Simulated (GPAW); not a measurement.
Consider TiAu (P4/nmm).

```xyz
4
Lattice="3.3223 0.0000 0.0000 0.0000 3.3223 0.0000 0.0000 0.0000 6.1029" Properties=species:S:1:pos:R:3 pbc="T T T"
Au    1.6611    0.0000    3.9038
Au    0.0000    1.6611    2.1992
Ti    1.6611    0.0000    0.8270
Ti    0.0000    1.6611    5.2760
```

Absorber: atom 3, with 4 Au at 2.72 Å, 4 Ti at 2.87 Å, 2 Au at 3.03 to 3.08 Å and 4 Ti at 3.32 Å (14-fold, site symmetry 4mm). Method: GPAW, LDA, excited-electron core hole (neutral cell), 16-atom cell with 6.6 Å between holes, 3×3×3 k points, dipole transitions, Gaussian full width 0.94 eV up to 4 eV, rising linearly to 3.5 eV at 25 eV, without spin-orbit coupling.

Q: What does the Ti K edge look like?

Main maxima up to 30 eV above the zero (height): 1.4 eV (0.40), 4.2 eV (0.72), 11.5 eV (1.42), 14.8 eV (1.88) and 23.0 eV (1.01). A K edge sees empty p states. The weak features of the first eV are p character mixed into the empty d bands; the main 4p edge lies above them. The total-energy difference is 4969.96 eV. One term is added: -22.68 eV, since the hole is spin-paired here and a spin-polarised one costs that much less in the free atom (computed apart). The photon energy is then 4947.28 eV. The tabulated edge of the element is 4966 eV. The functional leaves an error in such absolute values: in the free atom LDA prices this hole 13.2 eV below PBE (computed apart), and PBE is itself good to a few eV.

The Ti K spectrum (energy from the lowest empty level; intensity scaled to a mean of 1 over the first 20 eV; polarised curves are means over the symmetry-equivalent atoms):

```
E (eV)  isotropic  ε ⊥ c  ε ∥ c
  -2.0       0.00   0.00   0.00
  -1.0       0.01   0.01   0.00
   0.0       0.25   0.27   0.21
   1.0       0.36   0.34   0.40
   2.0       0.34   0.32   0.40
   3.0       0.53   0.56   0.46
   4.0       0.70   0.66   0.78
   5.0       0.50   0.50   0.48
   6.0       0.61   0.67   0.47
   7.0       0.69   0.66   0.74
   8.0       0.97   0.93   1.06
   9.0       1.13   1.12   1.17
  10.0       1.14   1.17   1.09
  11.0       1.37   1.29   1.54
  12.0       1.39   1.34   1.49
  13.0       1.41   1.38   1.49
  14.0       1.74   1.62   1.99
  15.0       1.87   1.78   2.03
  16.0       1.64   1.63   1.65
  17.0       1.31   1.31   1.29
  18.0       0.93   0.91   0.97
  19.0       0.76   0.73   0.82
  20.0       0.81   0.87   0.70
  21.0       0.91   1.05   0.63
  22.0       0.98   1.12   0.70
  23.0       1.01   1.10   0.82
  24.0       0.97   1.02   0.88
  25.0       0.89   0.92   0.82
  26.0       0.82   0.87   0.73
  27.0       0.85   0.91   0.72
  28.0       0.90   0.97   0.78
  29.0       0.95   0.99   0.86
  30.0       0.97   0.96   0.99
  31.0       1.00   0.93   1.13
  32.0       1.01   0.91   1.20
```

Quadrupole 1s→3d transitions, which feed the pre-edge, are not in the dipole spectrum. The mesh is coarse (0.36 Å⁻¹ between points), so small maxima may be mesh ripples. The structure is a computed Materials Project entry and may be a hypothetical form.

[Banner, clock and machine lines of the logs are left out without a mark of their own.]

[Logs are printed without paths, hosts, clocks, repeated set-up lines and the standing remarks that a program may print on its own settings, such as how far it seeks lower states.]

[Hosts, paths, dates, database ids (printed as entryN), source tags and the programs' standing remarks are cut or masked in the printed files.]

[Lists of maxima count a maximum above −3 eV only where it reaches 4 % of the highest in the window and stands out from its surroundings by 2 % of it (1.5 % where it reaches 55 %); shoulders and weaker maxima are passed over, and of the rest the first, up to two pre-edge ones and the few strongest are named.]
